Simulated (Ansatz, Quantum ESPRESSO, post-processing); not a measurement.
# Cu(111) with two intrinsic faults two layers apart (four hcp-stacked layers): ballistic transmission, part 3 of 3

Aim: the zero-bias transmission with pwcond for this junction: Cu(111) with two intrinsic faults two layers apart (four hcp-stacked layers).

Quantum ESPRESSO 7.5; plane-wave DFT, PBE, GBRV ultrasoft pseudopotentials; cross-check by Ansatz 0.2.0 with PAW datasets.

So far. Step 2 (SCF with pw.x): The run needed 13 iterations to bring the estimated error under 1e-07 Ry; the largest force on any atom, held or free, is 0.04 eV/Å. Step 3 (Transmission with pwcond.x): At no point does T exceed the number of channels.

### 4. The open system, with nz1 = 11

Level of this step: transmission by pwcond, lead and junction from one cell; plane-wave DFT, PBE, GBRV ultrasoft pseudopotentials (Quantum ESPRESSO).

A sensitivity test on the input.

cond.w.in

```
&inputcond
  outdir = './out'
  prefixt = 'scf'
  tran_file = 'cond.w.dat'
  bdl = 2.4494897430
  bds = 13.0639452958
  ikind = 1
  ewind = 4.0
  epsproj = 1e-05
  nz1 = 11
  energy0 = 0.4
  denergy = -0.4
/
10
  0.00000000 0.00000000 0.01562500
  0.00000000 0.12500000 0.09375000
  0.00000000 0.25000000 0.09375000
  0.00000000 0.37500000 0.09375000
  0.00000000 0.50000000 0.04687500
  0.12500000 0.25000000 0.09375000
  0.12500000 0.37500000 0.18750000
  0.12500000 0.50000000 0.18750000
  0.25000000 0.50000000 0.09375000
  0.25000000 0.62500000 0.09375000
3
```

The run is started by

```bash
> OMP_NUM_THREADS=1 mpirun -n 4 pwcond.x -in cond.w.in > cond.w.out
```

Numbers of over 12 decimals in the logs are rounded to 6 here.

The program printed:

```text
[banner, memory and clock lines left out]
Program PWCOND v.7.5 starts
[citation notice left out]

[...]
./out/scf.save/

     IMPORTANT: XC functional enforced from input :
     Exchange-correlation= PBE
                           (   1   4   3   4   0   0   0)
     Any further DFT definition will be discarded
     Please, verify this is what you really want

     Check: negative core charge=   -0.000002
     Reading collected, re-writing distributed wavefunctions

===== INPUT FILE containing all the regions =====

     GEOMETRY:

     lattice parameter (alat)  =       4.8639  a.u.
     the volume                =    1301.8494 (a.u.)^3
     the cross section         =      20.4881 (a.u.)^2
     l of the unit cell        =      13.0639 (alat)
     number of atoms/cell      =           16
     number of atomic types    =            1

     crystal axes: (cart. coord. in units of alat)
               a(1) = (  1.0000  0.0000  0.0000 )
               a(2) = (  0.5000  0.8660  0.0000 )
               a(3) = (  0.0000  0.0000 13.0639 )

   Cartesian axes

     site n.     atom                  positions (alat units)
          1        Cu     tau(  1)=(  0.0000  0.0000 13.0639  )
          2        Cu     tau(  2)=(  0.5000  0.2887  0.8165  )
          3        Cu     tau(  3)=(  1.0000  0.5774  1.6330  )
          4        Cu     tau(  4)=(  0.0000  0.0000  2.4495  )
          5        Cu     tau(  5)=(  0.5000  0.2887  3.2660  )
          6        Cu     tau(  6)=(  1.0000  0.5774  4.0825  )
          7        Cu     tau(  7)=(  0.5000  0.2887  4.8990  )
          8        Cu     tau(  8)=(  1.0000  0.5774  5.7155  )
          9        Cu     tau(  9)=(  0.5000  0.2887  6.5320  )
         10        Cu     tau( 10)=(  1.0000  0.5774  7.3485  )
         11        Cu     tau( 11)=(  0.0000  0.0000  8.1650  )
         12        Cu     tau( 12)=(  0.5000  0.2887  8.9815  )
         13        Cu     tau( 13)=(  1.0000  0.5774  9.7980  )
         14        Cu     tau( 14)=(  0.0000  0.0000 10.6145  )
         15        Cu     tau( 15)=(  0.5000  0.2887 11.4310  )
         16        Cu     tau( 16)=(  1.0000  0.5774 12.2474  )

     nr1s                      =           20
     nr2s                      =           20
     nr3s                      =          256
     nr1sx                     =           20
     nr2sx                     =           20
     nr3sx                     =          256
     nr1                       =           24
     nr2                       =           24
     nr3                       =          288
     nr1x                      =           24
     nr2x                      =           24
     nr3x                      =          288

 _______________________________
  Radii of nonlocal spheres:

     type       ibeta     ang. mom.          radius (alat units)
       Cu         1         0                    0.3212
       Cu         2         0                    0.3212
       Cu         3         1                    0.3212
       Cu         4         1                    0.3212
       Cu         5         2                    0.3212
       Cu         6         2                    0.3212
----- General information -----

--- T calc. with identical leads (ikind=1) ---

     nrx                       =           20
     nry                       =           20
     nz1                       =           11

     energy0               =         4.0E-01
     denergy               =        -4.0E-01
     nenergy               =          3
     ecut2d                =         4.0E+01
     ewind                 =         4.0E+00
     epsproj               =         1.0E-05

     number of k_|| points=   10
                       cryst. coord.
        k(    1) = (   0.0000000   0.0000000), wk =   0.0156250
        k(    2) = (   0.0000000   0.1250000), wk =   0.0937500
[...]
k(   10) = (   0.2500000   0.6250000), wk =   0.0937500
----- Information about left/right lead -----

     nocros                   =           18
     noins                    =           36
     norb                     =           72
     norbf                    =          252
     nrz                      =           48

      iorb      type   ibeta   ang. mom.   m       position (alat)
        1        1       1        0        1   taunew(   1)=(  0.0000  0.0000  0.0000)
        2        1       2        0        1   taunew(   2)=(  0.0000  0.0000  0.0000)
[...]
72        1       6        2        5   taunew(  72)=(  0.0000  0.0000  2.4495)
    k slab    z(k)  z(k+1)     crossing(iorb=1,norb)
    1   0.0000 0.0510 0.0510   111111111111111111000000000000000000000000000000000000000000000000000000
    2   0.0510 0.1021 0.0510   111111111111111111000000000000000000000000000000000000000000000000000000
[...]
48   2.3985 2.4495 0.0510   000000000000000000000000000000000000000000000000000000111111111111111111
----- Information about scattering region -----

     noins                    =          216
     norb                     =          252
     norbf                    =          252
     nrz                      =          208

      iorb      type   ibeta   ang. mom.   m       position (alat)
        1        1       1        0        1   taunew(   1)=(  0.0000  0.0000 -0.0000)
        2        1       2        0        1   taunew(   2)=(  0.0000  0.0000 -0.0000)
[...]
252        1       6        2        5   taunew( 252)=(  0.0000  0.0000 10.6145)
 ngper, shell number =           61           9
 ngper, n2d =           61          56
---  E-Ef =    0.4000000  k =    0.0000000   0.0000000
---  ie =          1  ik =          1
 Nchannels of the left tip =            0
 Right moving states:
   k1(2pi/a)   k2(2pi/a)   E-Ef (eV)
 Left moving states:
   k1(2pi/a)   k2(2pi/a)   E-Ef (eV)

 to transmit
          E-Ef(ev), T =    0.4000000   0.0000000
---  E-Ef =    0.0000000  k =    0.0000000   0.0000000
---  ie =          2  ik =          1
 Nchannels of the left tip =            0
 Right moving states:
   k1(2pi/a)   k2(2pi/a)   E-Ef (eV)
 Left moving states:
   k1(2pi/a)   k2(2pi/a)   E-Ef (eV)

 to transmit
          E-Ef(ev), T =    0.0000000   0.0000000
---  E-Ef =   -0.4000000  k =    0.0000000   0.0000000
---  ie =          3  ik =          1
 Nchannels of the left tip =            0
 Right moving states:
   k1(2pi/a)   k2(2pi/a)   E-Ef (eV)
 Left moving states:
   k1(2pi/a)   k2(2pi/a)   E-Ef (eV)

 to transmit
          E-Ef(ev), T =   -0.4000000   0.0000000
 ngper, shell number =           61          34
 ngper, n2d =           61          61
[... further energies and points left out ...]
---  E-Ef =    0.4000000  k =    0.2500000   0.6250000
---  ie =          1  ik =         10
 Nchannels of the left tip =            0
 Right moving states:
   k1(2pi/a)   k2(2pi/a)   E-Ef (eV)
 Left moving states:
   k1(2pi/a)   k2(2pi/a)   E-Ef (eV)

 to transmit
          E-Ef(ev), T =    0.4000000   0.0000000
---  E-Ef =    0.0000000  k =    0.2500000   0.6250000
---  ie =          2  ik =         10
 Nchannels of the left tip =            0
 Right moving states:
   k1(2pi/a)   k2(2pi/a)   E-Ef (eV)
 Left moving states:
   k1(2pi/a)   k2(2pi/a)   E-Ef (eV)

 to transmit
          E-Ef(ev), T =    0.0000000   0.0000000
---  E-Ef =   -0.4000000  k =    0.2500000   0.6250000
---  ie =          3  ik =         10
 Nchannels of the left tip =            0
 Right moving states:
   k1(2pi/a)   k2(2pi/a)   E-Ef (eV)
 Left moving states:
   k1(2pi/a)   k2(2pi/a)   E-Ef (eV)

 to transmit
          E-Ef(ev), T =   -0.4000000   0.0000000
   T_tot     0.40000      0.17708E+01
   T_tot     0.00000      0.17173E+01
   T_tot    -0.40000      0.11616E+01

[...]
```

Wall time 33 s (4 MPI ranks of Arm Neoverse V1, shared host); peak memory 0.24 GiB; 2.2 min of CPU time.

Beside the run it was changed from:

```
                                  quantity  this run  unchanged run  difference
 transmission at the Fermi level, one spin    0.8587         0.8576      0.0011
lead channels at the Fermi level, one spin    0.8906         0.8906           0
                             wall time (s)        33             29
```

Over all energies T moves by up to 0.0011, at 0 eV.

The physical values in this table move by up to 0.13 %.

### 5. Cross-check with Ansatz

As a check, the same structure is run in Ansatz.

Level of this step: plane-wave DFT, PBE, Ansatz PAW (Ansatz 0.2.0).

input.yaml

```yaml
crystal:
  lattice:
    - [2.5738686835, 0.0, 0.0]
    - [1.2869343418, 2.2290356659, 0.0]
    - [0.0, 0.0, 33.6248796776]
  atoms:
    - { symbol: Cu, position: [0.0, 0.0, 0.0] }
    - { symbol: Cu, position: [0.333333333, 0.333333333, 0.0625] }
    - { symbol: Cu, position: [0.666666667, 0.666666667, 0.125] }
    - { symbol: Cu, position: [0.0, 0.0, 0.1875] }
    - { symbol: Cu, position: [0.333333333, 0.333333333, 0.25] }
    - { symbol: Cu, position: [0.666666667, 0.666666667, 0.3125] }
    - { symbol: Cu, position: [0.333333333, 0.333333333, 0.375] }
    - { symbol: Cu, position: [0.666666667, 0.666666667, 0.4375] }
    - { symbol: Cu, position: [0.333333333, 0.333333333, 0.5] }
    - { symbol: Cu, position: [0.666666667, 0.666666667, 0.5625] }
    - { symbol: Cu, position: [0.0, 0.0, 0.625] }
    - { symbol: Cu, position: [0.333333333, 0.333333333, 0.6875] }
    - { symbol: Cu, position: [0.666666667, 0.666666667, 0.75] }
    - { symbol: Cu, position: [0.0, 0.0, 0.8125] }
    - { symbol: Cu, position: [0.333333333, 0.333333333, 0.875] }
    - { symbol: Cu, position: [0.666666667, 0.666666667, 0.9375] }
kpoints:
  mp_grid: { grid: [11, 11, 1] }
hamiltonian:
  xc: pbe
scf:
  occupations: { method: fermi_dirac, width: 0.1 }
  convergence: { dr2_threshold: 1.0e-08 }
output:
  transmission: { leads: [[0, 3]], e_range: [-0.4, 0.4], de: 0.4, kmesh: [8, 8] }
  write_potential: true
  write_density: true
  volumetric_format: npy
```

The run is started by

```bash
> ansatz run input.yaml --threads 4 --pin off --max-ram 8192MiB --backend cpu --events-out ev --progress --plain --runs-dir out
```

The program printed:

```text
Engine: ansatz 0.2.0, aarch64-unknown-linux-gnu
Pseudopotentials: kind: paw
Pseudopotential: Cu, paw, valence charge 19, recommended cutoff 420 eV (normal), Cu.paw.azcp
Functional definition: PBE
  parameter kappa = 0.804
  parameter beta = 0.066725
  exchange = pbe_x(kappa = kappa, mu = beta*pi^2/3)
  correlation = pbe_c(beta = beta)
Crystal: 16 atoms, lattice volume = 192.914 Å³
Basis set: ecut = 420 eV, 3875 PW (Γ)
Bands: 183, of which v1, the nominal top of the filled ones, is band 152 counted from 1 (151 counted from 0)
Symmetry: 12 space group operations
Space group: P-3m1 (ITA 164), of the structure as read, at distance tolerance 5.8e-5 Å
k-points: 16 of 121
Non-local potential: Cu, projectors of the file, l = 0: 3, l = 1: 2, l = 2: 3, l = 3: 1
PAW form: soft (Blöchl's): semilocal exchange-correlation on the pseudo side does not see the compensation charge
PAW one-centre angular grid: Cu, 590 points (default); XC on 64 Gauss nodes
Initial density: superposition of atomic densities (neutral atoms: chi_scale 0, normalization atom), corrected by the library's trained network
Initial wavefunctions: pseudopotential atomic-orbital guess
Functional: x = pbe(κ = 0.804, μ = 0.219515), c = pbe(β = 0.066725)
SCF iter   1: F=—  HF=-106002.847346 eV  |F-HF|=—  |Δ(HF+E_count)|=         —  Δρ=1.15e-3  dr2=2.91e-3  ethr=1.77e-3  ⟨swp⟩=4.9  Hψ=9101  notcnv=0  defer=169
preconditioner: auto → Kerker (q_TF=auto, 2.943 Å⁻¹)  [metal: Δε(μ)=0.040 eV  Ē_g=10.457 eV  σ=0.100 eV  W_gap=0.10  n_scr=84 (ndim 8)  ℏωp=35.5 eV  f_vac=0.000  D(μ)=5.47/eV (n_scr^D=24)]
SCF iter   2: F=—  HF=-106002.848549 eV  |F-HF|=—  |Δ(HF+E_count)|=   1.20e-3  Δρ=6.00e-4  dr2=1.34e-3  ethr=9.58e-7  ⟨swp⟩=2.3  Hψ=5965  notcnv=0  defer=211
SCF iter   3: F=—  HF=-106002.848803 eV  |F-HF|=—  |Δ(HF+E_count)|=   2.54e-4  Δρ=3.22e-4  dr2=7.08e-4  ethr=4.39e-7  ⟨swp⟩=1.0  Hψ=2642  notcnv=0  defer=211
SCF iter   4: F=—  HF=-106002.848801 eV  |F-HF|=—  |Δ(HF+E_count)|=   2.21e-6  Δρ=1.13e-4  dr2=1.39e-4  ethr=2.33e-7  ⟨swp⟩=1.0  Hψ=2642  notcnv=0  defer=211
SCF iter   5: F=—  HF=-106002.848807 eV  |F-HF|=—  |Δ(HF+E_count)|=   5.39e-6  Δρ=4.88e-5  dr2=3.55e-5  ethr=4.57e-8  ⟨swp⟩=1.0  Hψ=2642  notcnv=0  defer=211
SCF iter   6: F=—  HF=-106002.848814 eV  |F-HF|=—  |Δ(HF+E_count)|=   7.72e-6  Δρ=2.59e-5  dr2=5.27e-6  ethr=1.17e-8  ⟨swp⟩=1.4  Hψ=3278  notcnv=0  defer=211
SCF iter   7: F=—  HF=-106002.848569 eV  |F-HF|=—  |Δ(HF+E_count)|=   2.45e-4  Δρ=2.47e-5  dr2=2.51e-6  ethr=1.73e-9  ⟨swp⟩=2.0  Hψ=3873  notcnv=0  defer=211
SCF iter   8: F=—  HF=-106002.848569 eV  |F-HF|=—  |Δ(HF+E_count)|=   2.14e-7  Δρ=8.95e-6  dr2=5.21e-7  ethr=8.27e-10  ⟨swp⟩=2.2  Hψ=3715  notcnv=0  defer=211
SCF iter   9: F=—  HF=-106002.848569 eV  |F-HF|=—  |Δ(HF+E_count)|=   7.16e-9  Δρ=3.43e-6  dr2=5.66e-8  ethr=1.71e-10  ⟨swp⟩=1.4  Hψ=2773  notcnv=0  defer=211
SCF iter  10: F=—  HF=-106002.848569 eV  |F-HF|=—  |Δ(HF+E_count)|=  4.80e-10  Δρ=1.97e-6  dr2=2.13e-8  ethr=1.86e-11  ⟨swp⟩=1.4  Hψ=2665  notcnv=0  defer=211
SCF iter  11: F=—  HF=-106002.848569 eV  |F-HF|=—  |Δ(HF+E_count)|=  3.64e-10  Δρ=1.59e-6  dr2=1.22e-8  ethr=3.29e-12  ⟨swp⟩=8.4  Hψ=10551  notcnv=0
SCF iter  12: F=-106002.848569 eV  HF=-106002.848569 eV  |F-HF|=3.57e-9  |Δ(HF+E_count)|=  6.55e-10  Δρ=2.79e-7  dr2=3.65e-9  ethr=3.29e-12  ⟨swp⟩=2.1  Hψ=5466  notcnv=0
SCF 1 converged in 12 iterations: F = -106002.848569 eV  dr2 = 3.65e-9
  greatest PAW one-centre occupation: 1.000 electrons in one spin orbital (limit 2), on the Cu atom at site 7 (counted from 0), in its partial waves of l = 0
transmission: 44 of 420 steps passed
transmission: 84 of 420 steps passed
[...]
transmission: 420 of 420 steps passed
SCF converged after 12 iterations
Free energy (F): -106002.848569 eV
Harris-Foulkes:  -106002.848569 eV  (|F-HF|=3.57e-9)
Internal energy: -106002.676390 eV  (E = F + TS)
E sigma→0 (E₀):  -106002.762479 eV
Entropy (-TS):   -0.172179 eV (-10.761 meV/atom)
Fermi energy:    16.383066 eV
--- Per-component energies (eV) ---
  E_band       = -5867.717365
  E_kinetic    = 4794.885047
  E_local      = -65412.581524  (includes V_loc(G=0)·N_el)
  E_nonlocal   = 6239.108637
  E_hartree    = 28795.357249
  E_xc         = -1430.590880
  E_vxc        = -1845.977253  (∫ρ·V_xc dr)
  E_paw        = -26608.365883  (= ΣΔE_a)
  E_vpaw       = -7233.870805  (= ΣTr[D̂ρ^β])
  E_aug_tail   = 0.003960  (compensation charges beyond the density's cutoff)
  E_ewald      = -52380.492996
  E_smearing   = -0.172179  (= −TS)
  E_closure    = -0.000000  (closes the sum)
  Σ components = -106002.848569   (vs F -106002.848569, Δ=0.00e0)
--- Band table (eV; the first three rows and the last of 16) ---
  k-point 0: bands = [... 148 lower, 14.5966, 14.5971, 14.5971, 14.6676, 14.6676, 14.7058, 14.7058, 14.7190, ... 27 higher]
  k-point 1: bands = [... 148 lower, 14.5561, 14.5783, 14.6446, 14.6663, 14.7178, 14.7440, 14.7474, 14.9867, ... 27 higher]
  k-point 2: bands = [... 148 lower, 14.6249, 14.7097, 14.7329, 14.7651, 14.8115, 14.9428, 15.2428, 15.7217, ... 27 higher]
  k-point 15: bands = [... 148 lower, 18.7603, 18.8444, 18.8511, 19.0511, 19.1694, 19.2028, 19.4082, 19.5470, ... 27 higher]
--- Transmission ---
  basis      : 55 plane waves across, 42 finite elements along
  points     : 10, standing for a mesh of 8 x 8
  energies   : 3 from -0.400000 to 0.400000 eV about the Fermi level, 0.400000 eV apart; the leads are filled to 0.000000 eV, and channels, transmission and decay are at 0.000000 eV
  crystal 0  : Cu3, at the sites [0, 3], period 6.3047 Å, over 29.42 Å; its Hamiltonian steps by up to 1.7 meV
    offset         : up to 0.0000 Å between an atom of the period and one for which it stands
    channels       : 8.906250e-1 a spin
    conductance    : none, the energies end too early or step too widely for 300 K: set another output.transmission.e_range or a lower de, or, where they end at an eighth of basis.ecutwfc, a higher one
    slowest decay  : 0.1787 /Å at (0.0000, 0.0000)
  junction   : crystal 0 to crystal 0, -2.45 to 24.87 Å
    transmission   : 8.689086e-1 a spin
    conductance    : none, the energies end too early or step too widely for 300 K: set another output.transmission.e_range or a lower de, or, where they end at an eighth of basis.ecutwfc, a higher one
```

The job ended after 15 s (4 threads; peak memory 1.1 GiB).

This step gave:

```
free energy                                  : -106002.8486 eV
energy at zero smearing                      : -106002.7625 eV
smearing term TS                             : 0.1722 eV
Fermi energy                                 : 16.38 eV
symmetry operations                          : 12
transmission at the Fermi level, one spin    : 0.8689
step of the lead's Hamiltonian over a period : 1.7 meV
```

Per spin; mean over the k mesh across the current. Table of transmission, zone mean by energy, zero at the Fermi level:

```
energy (eV)  transmission, zone mean
     -0.400                    0.572
      0.000                    0.869
      0.400                    0.886
```

Per spin; mean over the k mesh across the current. The open channels, zone mean by energy, zero at the Fermi level:

```
energy (eV)  open channels, zone mean
     -0.400                     0.797
      0.000                     0.891
      0.400                     0.891
```

Ansatz finds T = 0.869 against pwcond's 0.858.

### 6. All levels side by side

All levels:

```
                   step  T at the Fermi level (per spin)  conductance (G0)  r.m.s. T(E) from the first  CPU time of the step (s)  peak memory (GiB)
                 Ansatz                           0.8689                 -                           0                     56.47              1.118
                 pwcond                           0.8576            0.8576                    0.008028                     116.1               0.25
pwcond, changed setting                           0.8587            0.8587                    0.007704                     130.6               0.24
```

Per spin; mean over the k mesh across the current. Transmission, zone mean against energy, zero at the Fermi level:

```
energy (eV)  Ansatz  pwcond  pwcond, changed setting
     -0.400   0.572   0.580                    0.581
      0.000   0.869   0.858                    0.859
      0.400   0.886   0.886                    0.885
```

### 7. The arithmetic

The Landauer sum over the mesh, Σ w T = 0.1875 × 1 + 0.1875 × 0.981 + 0.0938 × 1 + … = 0.8576.

G = 0.858 × 77.48 µS = 66.4 µS a cell. Times the area of 5.737 Å², the resistance-area product is A/G = 0.863 fΩ m², the leads' contact resistance included.

Free electrons at 1 an atom (3 atoms in 36.2 Å³) have k_F = 1.349 1/Å and offer A k_F²/4π = 0.83 channels per spin; the lead has 0.89 on this mesh.

### 8. Results

```yaml
conductance_from_t_at_the_fermi_level_a_cell: 0.858 G₀
conductance_per_area: 1158 S/μm²
lead_channels_per_spin: 0.89
the_same_conductance_by_ansatz: 0.869 G₀
```

In words: The junction conducts 0.858 G₀ a cell at the Fermi level (PBE, GBRV ultrasoft). At the Fermi level the junction passes 96 % of what the leads offer, nearly all. At the Fermi level pwcond and Ansatz differ by 1.3 %, a close match. The mean rests on 10 distinct points, the heaviest weighing 0.19, and the mesh was not tested, so even the second digit is unsure. Over -0.4 to 0.4 eV, T lies between 0.58 and 0.89 per spin. The geometry is as built, not relaxed, and the leads are short.

[Logs are printed without paths, hosts, clocks, repeated set-up lines and the standing remarks that a program may print on its own settings, such as how far it seeks lower states.]

[Hosts, paths, dates, database ids (printed as entryN), source tags and the programs' standing remarks are cut or masked in the printed files.]

[Maps of the electrostatic potential energy from Ansatz leave out the sawtooth potential of an applied field or a dipole correction, so their vacuum need not be flat; planar profiles and work functions include it.]
